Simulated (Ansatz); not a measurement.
The compound is Rb2PtF4 (started from the K2NiF4 type) (I4/mmm).

The structure was built from a prototype and need not be the compound's stable phase.

The structure is tetragonal, space group I4/mmm (No. 139). Conventional cell: a = 4.587 Å, b = 4.587 Å, c = 13.407 Å, α = 90.00°, β = 90.00°, γ = 90.00°. Rb has 9 F at 2.80 to 3.25 Å nearest. Pt has 6 F at 2.06 to 2.29 Å nearest. Nearest to F lie 2 Pt at 2.29 Å and 4 Rb at 2.94 Å. Nearest to F lie 1 Pt at 2.06 Å and 5 Rb at 2.80 to 3.25 Å. Farther neighbours and most contacts between anions are not listed.

```yaml
crystal:
  lattice:
    - [6.70348, 2.29348, -2.29348]
    - [6.70348, -2.29348, 2.29348]
    - [-6.70348, -2.29348, -2.29348]
  atoms:
    - { symbol: Rb, position: [0.36259, 0.36259, 0.00000] }
    - { symbol: Rb, position: [0.63741, 0.63741, 0.00000] }
    - { symbol: Pt, position: [0.00000, 0.00000, 0.00000] }
    - { symbol: F, position: [0.00000, 0.50000, 0.50000] }
    - { symbol: F, position: [0.50000, 0.00000, 0.50000] }
    - { symbol: F, position: [0.15390, 0.15390, 0.00000] }
    - { symbol: F, position: [0.84610, 0.84610, 0.00000] }
```

The structure was relaxed with PBE. The structure type comes from a generator and need not be one that this composition takes. The structure was generated from a model, not taken from a measurement. The runs that relaxed it are not among those shown. The program's search for lower electronic states was switched off, so nothing shows that the state found is the lowest. Spin-orbit coupling is left out unless a run names it. PAW set soft_2, made with PBE.

A constrained-RPA run (Ansatz 0.2.0; non-magnetic PBE; Pt d, bands v4 to c1, 4×4×4 mesh, medium accuracy) builds 5 functions on bands 3.1 eV wide, with 8.0 electrons in the window. The bare on-site interaction is 13.3 eV and the bare J 0.47 eV.

What U and J survive the screening?

On the Pt d shell, U = 5.54 eV (42 % of the bare value), U′ = 4.76 eV, J = 0.34 eV.

The parent state is non-magnetic and the interaction static (zero frequency); U depends on the window and the orbitals, so it belongs to this model alone. Spin-orbit coupling, which is strong for atoms this heavy, is left out.

[Paths, hosts, dates, memory and timing lines, banners, echoed tables and standing remarks are left out of the program output.]

[Logs are printed without paths, hosts, clocks, repeated set-up lines and the standing remarks that a program may print on its own settings, such as how far it seeks lower states.]

[Runs of the session that timed out or met a known fault of the program may be left out.]

[Hosts, paths, dates, database ids (printed as entryN), source tags and the programs' standing remarks are cut or masked in the printed files.]
